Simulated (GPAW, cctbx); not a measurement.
## By hand: from a DFT structure factor to an extinction distance in CsTl

CsTl, P6_3/mmc (no. 194), a = 4.3560 Å, b = 4.3560 Å, c = 12.5803 Å, α = 90.00°, β = 90.00°, γ = 120.00°.

| atom | mult. | x | y | z |
| --- | --- | --- | --- | --- |
| Tl1 | 2 | 0 | 0 | 1/2 |
| Cs1 | 2 | 2/3 | 1/3 | 3/4 |

The start was made by putting kin elements into a known structure type; the compound need not exist, or be stable, in this form.

A DFT run (GPAW, PBE, 450 eV, 6×6×2 k-points (along the axes of the calculation cell), Fermi–Dirac width 0.1 eV) gives the static X-ray structure factor of 104 as 92.881 e for the conventional cell; superposed free atoms give 93.020 e. **Problem.** Find the Fourier component V of the crystal potential and the two-beam extinction distance at 120 kV in both cases.

## 1. Geometry

The cell volume is Ω = 206.73 Å³ and d(104) = 2.4157 Å, so g = 1/d = 0.4140 Å⁻¹.

## 2. The nuclei

Electrons feel nuclei as well as electrons, so the nuclear charges are summed with the same phases.

Phase sums Σ exp(2πi h·x), turned so that the total is real and positive: Tl +2.000, Cs -1.000. Then F_Z = 81 × (+2.000) + 55 × (-1.000) = 107.00 e. The electron term has the same sign for this reflection.

## 3. Mott–Bethe

Poisson's equation, term by term, gives V = (e/4πε₀)(F_Z − F)/(πΩg²), with e/4πε₀ = 14.3996 V Å.

The prefactor is 14.3996 × 2.4157²/(π × 206.73) = 0.12939 V per electron. Free atoms: (107.00 − 93.020) × 0.12939 = 1.809 V. Crystal: (107.00 − 92.881) × 0.12939 = 1.827 V. F changes by -0.15 % and V by +1.0 %: the same 0.14 e is measured against F_Z − F = 14.0 e in place of F = 93.0 e.

## 4. Extinction distance

In the two-beam case ξ = 1/(λU) with U = 2γm₀eV/h², that is ξ = 150.41 V Å²/(γλV).

At 120 kV, λ = 0.03349 Å and γ = 1.2348. Free atoms: ξ = 2011 Å. Crystal: ξ = 1991 Å. The thickness fringes go as sin²(πt/ξ), so the two patterns slip by a quarter of a period when t|1/ξ₁ − 1/ξ₀| = 1/4, at t ≈ 5055 nm, thicker than usual samples. Thermal motion, absorption and many-beam coupling, left out here, change a real pattern.

## 5. Answer

V(104) is 1.83 V against 1.81 V, and ξ is 1991 against 2011 Å. Limits: static atoms, two beams.
